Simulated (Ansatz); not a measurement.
In doubt: masses and optical values from hybrid runs of this build are listed as unsure (in some of the runs), which bears on the screening that GW takes from such a start.

Consider Bi2S2O (P4/nmm).

The structure is tetragonal, space group P4/nmm (No. 129). The conventional cell has a = 3.954 Å, b = 3.954 Å, c = 14.051 Å, α = 90.00°, β = 90.00°, γ = 90.00°. Nearest to Bi lie 5 S at 2.52 to 2.82 Å. Nearest to Bi lie 4 O at 2.34 Å and 4 S at 3.12 Å. Nearest to S lie 4 Bi at 2.82 Å. Nearest to S lie 5 Bi at 2.52 to 3.12 Å. O has 4 Bi at 2.34 Å nearest. Farther neighbours and most contacts between anions are not listed.

```
Bi S O
1.0
     3.95410    0.00000    0.00000
     0.00000    3.95410    0.00000
     0.00000    0.00000   14.05058
Bi S O
4 4 2
Direct
  0.00000 0.50000 0.86650
  0.50000 0.00000 0.13350
  0.50000 0.00000 0.58909
  0.00000 0.50000 0.41091
  0.50000 0.00000 0.89431
  0.00000 0.50000 0.10569
  0.00000 0.50000 0.68749
  0.50000 0.00000 0.31251
  0.00000 0.00000 0.50000
  0.50000 0.50000 0.50000
```

The cell and positions are those that the Materials Project relaxed with its own functionals (PBE, PBE+U or r2SCAN), kept fixed. Spin-orbit coupling is left out unless a run names it. PAW set soft_2, made with PBE.

Gaps computed with Ansatz 0.2.0 without a self-energy: HSE06 1.39 eV, r2SCAN 1.19 eV and PBE0 2.00 eV.

**Question.** What gap should G0W0 on HSE06 give (4×4×2 mesh, 1009 empty bands, screening to 160 eV, default PAW files)?

About 1.46 eV: on its mesh the run moves the gap from 1.39 eV by +0.08 eV. Among the scalar-relativistic levels given, HSE06 is nearest (−0.07 eV). Bands and cutoff are finite, so the gap is not at the basis limit. The miss can reach some tenths of an eV and take either sign; the mesh is an error of its own. The 4×4×2 mesh is coarse for this cell (its supercell is 16 Å along the shortest edge). The RPA ε∞ on it, from the HSE06 start, is 7.08 and 17.68; such meshes misread the long-range screening, most where the gap is narrow. Where an edge is built on 6p states of lead, bismuth or thallium, scalar-relativistic gaps usually stand too wide, by a few tenths to over one eV. The many-body steps are scalar-relativistic: spin-orbit coupling is not in them.

[Paths, hosts, dates, memory and timing lines, banners, echoed tables and standing remarks are left out of the program output.]

[Logs are printed without paths, hosts, clocks, repeated set-up lines and the standing remarks that a program may print on its own settings, such as how far it seeks lower states.]

[Runs of the session that timed out or met a known fault of the program may be left out.]

[Cells called generated may have been cut or substituted from an entry of the Crystallography Open Database or the Materials Project.]

[Hosts, paths, dates, database ids (printed as entryN), source tags and the programs' standing remarks are cut or masked in the printed files.]
